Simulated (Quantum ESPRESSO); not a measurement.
# Magnetic state of NiCl2 from several starts, part 2 of 2

Wanted: the moments of NiCl2 and the energy of each order that was tried.

Quantum ESPRESSO 7.5; LDA with U = 6 eV on Ni d (ortho-atomic projectors); plane waves with GBRV 1.5 LDA potentials, no spin-orbit coupling.

So far, absolute magnetization (μB): step 2 (start 1: ferro +) 2.04.

The database entry behind the starting cell differs from later determinations by our own check (an axis about 1.8 % long against later determinations), so it need not match the best structure at ambient conditions.

### Step 3. Start 2: antiferro q=(0,0,1/2) +−

This order needs a doubled cell of 6 atoms. The wavevector q is in fractions of the reciprocal vectors of the crystal's primitive cell, as the cells of these inputs are built from it; moments change sign between cells as cos(2π q·R).

Input file pw.in:

```
&CONTROL
  calculation = 'scf'
  prefix = 'pwscf'
  outdir = './tmp'
  pseudo_dir = './pseudo'
  disk_io = 'nowf'
/
&SYSTEM
  ibrav = 0
  nat = 6
  ntyp = 3
  ecutwfc = 40
  ecutrho = 280
  nbnd = 43
  occupations = 'smearing'
  smearing = 'fd'
  degauss = 0.00367493
  nspin = 2
  starting_magnetization(1) = 0.1111
  starting_magnetization(2) = -0.1111
  starting_magnetization(3) = 0
/
&ELECTRONS
  conv_thr = 1.2d-08
  electron_maxstep = 150
  mixing_beta = 0.3
/
ATOMIC_SPECIES
Ni1    58.6934 ni_lda_v1.4.uspp.F.UPF
Ni2    58.6934 ni_lda_v1.4.uspp.F.UPF
Cl     35.4500 cl_lda_v1.4.uspp.F.UPF
CELL_PARAMETERS angstrom
   1.7715000000    1.0227760019    5.7783333333
  -1.7715000000    1.0227760019    5.7783333333
   0.0000000000   -4.0911040074   11.5566666666
ATOMIC_POSITIONS crystal
Ni1     0.0000000000    0.0000000000    0.0000000000
Ni2     0.0000000000    0.0000000000    0.5000000000
Cl      0.2500000000    0.2500000000    0.1250000000
Cl      0.2500000000    0.2500000000    0.6250000000
Cl      0.7500000000    0.7500000000    0.3750000000
Cl      0.7500000000    0.7500000000    0.8750000000
K_POINTS automatic
6 6 3 0 0 0
HUBBARD {ortho-atomic}
U Ni1-3d 6.0000
U Ni2-3d 6.0000
```

Launch:

```sh
> OMP_NUM_THREADS=1 mpirun -n 4 pw.x -nk 4 -in pw.in > pw.out
```

Log:

```text
[banner, memory and clock lines left out]
Program PWSCF v.7.5 starts

     Message from routine setup:
     using ibrav=0 with symmetry is DISCOURAGED, use correct ibrav instead

     bravais-lattice index     =            0
     lattice parameter (alat)  =      11.5835  a.u.
     unit-cell volume          =     847.8170 (a.u.)^3
     number of atoms/cell      =            6
     number of atomic types    =            3
     number of electrons       =        64.00
     number of Kohn-Sham states=           43
     kinetic-energy cutoff     =      40.0000  Ry
     charge density cutoff     =     280.0000  Ry
     scf convergence threshold =      1.2E-08
     mixing beta               =       0.3000
     number of iterations used =            8  plain     mixing
     Exchange-correlation=  SLA  PZ   NOGX NOGC
                           (   1   1   0   0   0   0   0)
     Hubbard projectors: ortho-atomic
     Hubbard parameters of DFT+U (Dudarev formulation) in eV:
     U(Ni1-3d) =  6.0000
     U(Ni2-3d) =  6.0000

     Internal variables: lda_plus_u =T, lda_plus_u_kind = 0

     Internal variables: orbital_resolved =F, hub_pot_fix =F, apply_U = F

     celldm(1)=  11.583485  celldm(2)=   0.000000  celldm(3)=   0.000000
     celldm(4)=   0.000000  celldm(5)=   0.000000  celldm(6)=   0.000000

     crystal axes: (cart. coord. in units of alat)
               a(1) = (   0.289002   0.166855   0.942676 )
               a(2) = (  -0.289002   0.166855   0.942676 )
               a(3) = (   0.000000  -0.667421   1.885351 )

     reciprocal axes: (cart. coord. in units 2 pi/alat)
               b(1) = (  1.730092  0.998869  0.353603 )
               b(2) = ( -1.730092  0.998869  0.353603 )
               b(3) = (  0.000000 -0.998869  0.176802 )

     PseudoPot. # 1 for Ni read from file:
     ni_lda_v1.4.uspp.F.UPF
     Pseudo is Ultrasoft + core correction, Zval = 18.0

     PseudoPot. # 2 for Ni read from file:
     ni_lda_v1.4.uspp.F.UPF
     Pseudo is Ultrasoft + core correction, Zval = 18.0

     PseudoPot. # 3 for Cl read from file:
     cl_lda_v1.4.uspp.F.UPF
     Pseudo is Ultrasoft + core correction, Zval =  7.0

     atomic species   valence    mass     pseudopotential
     Ni1              18.00    58.69340     Ni( 1.00)
     Ni2              18.00    58.69340     Ni( 1.00)
     Cl                7.00    35.45000     Cl( 1.00)

     Starting magnetic structure
     atomic species   magnetization
     Ni1             0.111
     Ni2            -0.111
     Cl              0.000

      4 Sym. Ops., with inversion, found

   Cartesian axes

     site n.     atom                  positions (alat units)
         1        Ni1    tau(   1) = (   0.0000000   0.0000000   0.0000000  )
         2        Ni2    tau(   2) = (   0.0000000  -0.3337107   0.9426755  )
         3        Cl     tau(   3) = (   0.0000000   0.0000000   0.7070066  )
         4        Cl     tau(   4) = (   0.0000000  -0.3337107   1.6496822  )
         5        Cl     tau(   5) = (   0.0000000   0.0000000   2.1210199  )
         6        Cl     tau(   6) = (   0.0000000  -0.3337107   3.0636955  )

     number of k points=    34  Fermi-Dirac smearing, width (Ry)=  0.0037
                       cart. coord. in units 2pi/alat
        k(    1) = (   0.0000000   0.0000000   0.0000000), wk =   0.0092593
        k(    2) = (   0.0000000  -0.3329564   0.0589339), wk =   0.0185185
        k(    3) = (  -0.2883487   0.1664782   0.0589339), wk =   0.0370370
        k(    4) = (  -0.2883487  -0.1664782   0.1178678), wk =   0.0370370
        k(    5) = (  -0.2883487   0.4994346  -0.0000000), wk =   0.0370370
        [... 29 further k-points ...]

     Dense  grid:    67141 G-vectors     FFT dimensions: (  64,  64, 125)

     Smooth grid:    29049 G-vectors     FFT dimensions: (  48,  48,  96)

     Check: negative core charge=   -0.000006
     Generating pointlists ...
     new r_m :   0.1685 (alat units)  1.9521 (a.u.) for type    1
     new r_m :   0.1685 (alat units)  1.9521 (a.u.) for type    2
     new r_m :   0.1685 (alat units)  1.9521 (a.u.) for type    3

     Initial potential from superposition of free atoms

     starting charge      60.0000, renormalised to      64.0000

     negative rho (up, down):  3.178E-02 3.178E-02

     STARTING HUBBARD OCCUPATIONS:

     =================== HUBBARD OCCUPATIONS ===================
     ------------------------ ATOM    1 ------------------------
     Tr[ns(  1)] (up, down, total) =   5.00000  3.00000  8.00000
     Atomic magnetic moment for atom   1 =   2.00000
     [... lines left out ...]
     ------------------------ ATOM    2 ------------------------
     Tr[ns(  2)] (up, down, total) =   3.00000  5.00000  8.00000
     Atomic magnetic moment for atom   2 =  -2.00000
     [... lines left out ...]
     Number of occupied Hubbard levels =   16.0000

     Atomic wfc used for Hubbard projectors are orthogonalized

     Starting wfcs are   42 randomized atomic wfcs +    1 random wfcs

     Self-consistent Calculation

     iteration #  1     ecut=    40.00 Ry     beta= 0.30
     Davidson diagonalization with overlap
     ethr =  1.00E-02,  avg # of iterations =  7.0

     =================== HUBBARD OCCUPATIONS ===================
     ------------------------ ATOM    1 ------------------------
     Tr[ns(  1)] (up, down, total) =   3.67859  0.50586  4.18445
     Atomic magnetic moment for atom   1 =   3.17273
     [... lines left out ...]
     ------------------------ ATOM    2 ------------------------
     Tr[ns(  2)] (up, down, total) =   0.50282  3.67679  4.17961
     Atomic magnetic moment for atom   2 =  -3.17397
     [... lines left out ...]
     Number of occupied Hubbard levels =    8.3641

     negative rho (up, down):  3.101E-02 3.100E-02

     total energy              =    -804.29303978 Ry
     estimated scf accuracy    <      44.71976984 Ry

     total magnetization       =    -0.01 Bohr mag/cell
     absolute magnetization    =     7.02 Bohr mag/cell

     iteration #  2     ecut=    40.00 Ry     beta= 0.30
     Davidson diagonalization with overlap
     ethr =  1.00E-02,  avg # of iterations =  3.6

     negative rho (up, down):  2.969E-02 2.968E-02

     total energy              =    -816.82899624 Ry
     estimated scf accuracy    <      31.19305268 Ry

     total magnetization       =    -0.00 Bohr mag/cell
     absolute magnetization    =     0.33 Bohr mag/cell

     [... further iterations left out ...]

     iteration # 20     ecut=    40.00 Ry     beta= 0.30
     Davidson diagonalization with overlap
     ethr =  8.47E-11,  avg # of iterations =  2.1

     negative rho (up, down):  2.840E-02 2.841E-02

     total energy              =    -819.52020844 Ry
     estimated scf accuracy    <       0.00000002 Ry

     total magnetization       =     0.00 Bohr mag/cell
     absolute magnetization    =     3.80 Bohr mag/cell

     iteration # 21     ecut=    40.00 Ry     beta= 0.30
     Davidson diagonalization with overlap
     ethr =  2.39E-11,  avg # of iterations =  2.0

     negative rho (up, down):  2.840E-02 2.841E-02

     Magnetic moment per site  (integrated on atomic sphere of radius R)
     atom   1 (R=0.169)  charge= 16.2978  magn=  1.6725
     atom   2 (R=0.169)  charge= 16.2975  magn= -1.6725
     atom   3 (R=0.169)  charge=  5.4411  magn=  0.0452
     atom   4 (R=0.169)  charge=  5.4414  magn= -0.0452
     atom   5 (R=0.169)  charge=  5.4414  magn= -0.0452
     atom   6 (R=0.169)  charge=  5.4411  magn=  0.0452

     End of self-consistent calculation

     =================== HUBBARD OCCUPATIONS ===================
     ------------------------ ATOM    1 ------------------------
     Tr[ns(  1)] (up, down, total) =   4.98088  3.31217  8.29305
     Atomic magnetic moment for atom   1 =   1.66871
     [... lines left out ...]
     ------------------------ ATOM    2 ------------------------
     Tr[ns(  2)] (up, down, total) =   3.31217  4.98088  8.29305
     Atomic magnetic moment for atom   2 =  -1.66871
     [... lines left out ...]
     Number of occupied Hubbard levels =   16.5861

     [... lines left out ...]
     the Fermi energy is     4.9219 ev

!    total energy              =    -819.52020844 Ry
     estimated scf accuracy    <          9.2E-09 Ry
     smearing contrib. (-TS)   =      -0.00000000 Ry
     internal energy E=F+TS    =    -819.52020844 Ry

     The total energy is F=E-TS. E is the sum of the following terms:
     one-electron contribution =    -723.33600727 Ry
     hartree contribution      =     380.84287480 Ry
     xc contribution           =    -107.26520087 Ry
     ewald contribution        =    -369.90567799 Ry
     Hubbard energy            =       0.14380289 Ry

     total magnetization       =    -0.00 Bohr mag/cell
     absolute magnetization    =     3.80 Bohr mag/cell

     convergence has been achieved in  21 iterations
```

The job ended after 3.2 min (4 MPI ranks of Arm Neoverse V2, shared host; peak memory 0.81 GiB).

Spin moment in the atom's sphere by atom:

| atom | spin moment in the atom's sphere (μB) |
| --- | --- |
| Ni1 | 1.67 |
| Ni2 | -1.67 |
| Cl3 | 0.05 |
| Cl4 | -0.05 |
| Cl5 | -0.05 |
| Cl6 | 0.05 |

This step gave:

```yaml
smearing_term_ts: 2.96e-11 eV
magnetization: 0 μB
absolute_magnetization: 3.803 μB
final_state: antiferromagnetic
```

### Step 4. Run 3 (antiferro q=(1/2,1/2,1/2) +−)

This order needs a doubled cell of 6 atoms.

Input file pw.in:

```
&CONTROL
  calculation = 'scf'
  prefix = 'pwscf'
  outdir = './tmp'
  pseudo_dir = './pseudo'
  disk_io = 'nowf'
/
&SYSTEM
  ibrav = 0
  nat = 6
  ntyp = 3
  ecutwfc = 40
  ecutrho = 280
  nbnd = 43
  occupations = 'smearing'
  smearing = 'fd'
  degauss = 0.00367493
  nspin = 2
  starting_magnetization(1) = 0.1111
  starting_magnetization(2) = -0.1111
  starting_magnetization(3) = 0
/
&ELECTRONS
  conv_thr = 1.2d-08
  electron_maxstep = 150
  mixing_beta = 0.3
/
ATOMIC_SPECIES
Ni1    58.6934 ni_lda_v1.4.uspp.F.UPF
Ni2    58.6934 ni_lda_v1.4.uspp.F.UPF
Cl     35.4500 cl_lda_v1.4.uspp.F.UPF
CELL_PARAMETERS angstrom
   3.5430000000    2.0455520038   11.5566666666
   0.0000000000    2.0455520038   11.5566666666
   1.7715000000   -1.0227760018   11.5566666666
ATOMIC_POSITIONS crystal
Ni1     0.0000000000    0.0000000000    0.0000000000
Ni2     0.5000000000    0.0000000000    0.0000000000
Cl      0.8750000000    0.2500000000    0.2500000000
Cl      0.3750000000    0.2500000000    0.2500000000
Cl      0.6250000000    0.7500000000    0.7500000000
Cl      0.1250000000    0.7500000000    0.7500000000
K_POINTS automatic
3 6 6 0 0 0
HUBBARD {ortho-atomic}
U Ni1-3d 6.0000
U Ni2-3d 6.0000
```

Log:

```text
     [... lines left out ...]
Program PWSCF v.7.5 starts
     [... lines left out ...]
     number of atoms/cell      =            6
     [... lines left out ...]
     number of electrons       =        64.00
     number of Kohn-Sham states=           43
     kinetic-energy cutoff     =      40.0000  Ry
     charge density cutoff     =     280.0000  Ry
     scf convergence threshold =      1.2E-08
     [... lines left out ...]
     12 Sym. Ops., with inversion, found
     [... lines left out ...]
     number of k points=    16  Fermi-Dirac smearing, width (Ry)=  0.0037
     [... lines left out ...]
     iteration # 18     ecut=    40.00 Ry     beta= 0.30
     [... lines left out ...]
     Magnetic moment per site  (integrated on atomic sphere of radius R)
     atom   1 (R=0.084)  charge= 16.3001  magn=  1.6652
     atom   2 (R=0.084)  charge= 16.3002  magn= -1.6652
     atom   3 (R=0.084)  charge=  5.4407  magn= -0.1328
     atom   4 (R=0.084)  charge=  5.4406  magn=  0.1328
     atom   5 (R=0.084)  charge=  5.4406  magn=  0.1328
     atom   6 (R=0.084)  charge=  5.4407  magn= -0.1328
     [... lines left out ...]
     Tr[ns(  1)] (up, down, total) =   4.98089  3.31706  8.29795
     [... lines left out ...]
     Tr[ns(  2)] (up, down, total) =   3.31706  4.98089  8.29795
     [... lines left out ...]
     the Fermi energy is     4.9167 ev
!    total energy              =    -819.52154172 Ry
     estimated scf accuracy    <          7.1E-09 Ry
     smearing contrib. (-TS)   =      -0.00000000 Ry
     [... lines left out ...]
     total magnetization       =     0.00 Bohr mag/cell
     absolute magnetization    =     4.04 Bohr mag/cell
     convergence has been achieved in  18 iterations
```

It took 4.6 min on 4 MPI ranks; peak memory 1.4 GiB; 18 min of CPU time.

Spin moment in the atom's sphere by atom:

| atom | spin moment in the atom's sphere (μB) |
| --- | --- |
| Ni1 | 1.67 |
| Ni2 | -1.67 |
| Cl3 | -0.13 |
| Cl4 | 0.13 |
| Cl5 | 0.13 |
| Cl6 | -0.13 |

This step gave:

- smearing term TS: 1.84e-11 eV
- magnetization: 0 μB
- absolute magnetization: 4.042 μB
- final state: antiferromagnetic

### Step 5. The states side by side

An order is kept where moments of 0.15 μB or more survive with the typed signs; meshes match where a doubled cell samples the same k points as the first cell.

Orders:

| start | final state | typed order kept | energy over the lowest (meV a seeded atom) | largest site moment (μB) | net moment (μB a cell of the first run) | mesh matched | CPU time (s) |
| --- | --- | --- | --- | --- | --- | --- | --- |
| ferro + | ferromagnetic | yes | 2.386 | 1.667 | 2 | yes | 151.3 |
| antiferro q=(0,0,1/2) +- | antiferromagnetic | yes | 9.07 | 1.672 | 0 | yes | 775.5 |
| antiferro q=(1/2,1/2,1/2) +- | antiferromagnetic | yes | 0 | 1.665 | 0 | yes | 1102 |

### Step 6. Occupations of the corrected shells in the lowest state

Occupations of the Hubbard shells:

| block | type | shell | spin | electrons | occupation numbers |
| --- | --- | --- | --- | --- | --- |
| 1 | Ni1 | 3d | up | 4.981 | 0.995 0.995 0.996 0.997 0.997 |
| 1 | Ni1 | 3d | down | 3.317 | 0.172 0.172 0.991 0.991 0.991 |
| 2 | Ni2 | 3d | up | 3.317 | 0.172 0.172 0.991 0.991 0.991 |
| 2 | Ni2 | 3d | down | 4.981 | 0.995 0.995 0.996 0.997 0.997 |

### Step 7. Results

| Item | Value |
| --- | --- |
| lowest state found | antiferromagnetic (from antiferro q=(1/2,1/2,1/2) +-) |
| largest site moment | 1.67 μB |
| next state with moments | ferromagnetic, 2.39 meV a seeded atom higher |

**Reading.** The two lowest states lie so close that the mesh, the smearing, the functional or spin–orbit coupling could swap them. This is the lowest of 3 collinear or spinless starts, no proof of the ground state.

[Logs and program files are shortened in this print: banners, set-up blocks, solver, clock and traceback lines can be left out without a mark of their own.]

[Logs are printed without paths, hosts, clocks, repeated set-up lines and the standing remarks that a program may print on its own settings, such as how far it seeks lower states.]

[Hosts, paths, dates, database ids (printed as entryN), source tags and the programs' standing remarks are cut or masked in the printed files.]

[Where a cell is said to come from a database of computed structures, the database is the Materials Project.]
